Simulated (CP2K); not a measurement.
Two runs for the C K edge of hydroxyacetylene. Run A: CP2K XAS_TDP, all-electron GAPW, PBEh(45%), aug-cc-pVTZ, TDA, no relativity. Run B differs in one setting.

First lines with a strength over 0.0015. A:

```tsv
atom	energy (eV)	states	strength, one atom
C1 (bonded to C and H)	281.85	1	0.0484
	282.55	1	0.0431
	283.97	1	0.0107
	284.91	1	0.0035
	285.09	1	0.0053
C2 (bonded to C and O)	283.44	1	0.0599
	283.80	1	0.0662
	284.38	1	0.0064
	286.86	1	0.0045
	289.09	1	0.0046
```

B:

```tsv
atom	energy (eV)	states	strength, one atom
C1 (bonded to C and H)	286.39	1	0.0476
	287.10	1	0.0424
	288.51	1	0.0105
	289.45	1	0.0035
	289.63	1	0.0052
C2 (bonded to C and O)	288.00	1	0.0590
	288.36	1	0.0652
	288.94	1	0.0063
	291.42	1	0.0044
	293.65	1	0.0045
```

Question: Which was it: GW2X switched on, scalar relativity switched on, the functional, the basis?

GW2X switched on. GW2X shifts an atom's lines together and keeps their spacings. Against PBEh(45%) in aug-cc-pVTZ, the leading lines move by +4.54 eV (C1, to 286.39) and +4.56 eV (C2, to 288.00).

[Banner, clock and machine lines of the logs are left out without a mark of their own.]

[Logs are printed without paths, hosts, clocks, repeated set-up lines and the standing remarks that a program may print on its own settings, such as how far it seeks lower states.]

[Hosts, paths, dates, database ids (printed as entryN), source tags and the programs' standing remarks are cut or masked in the printed files.]
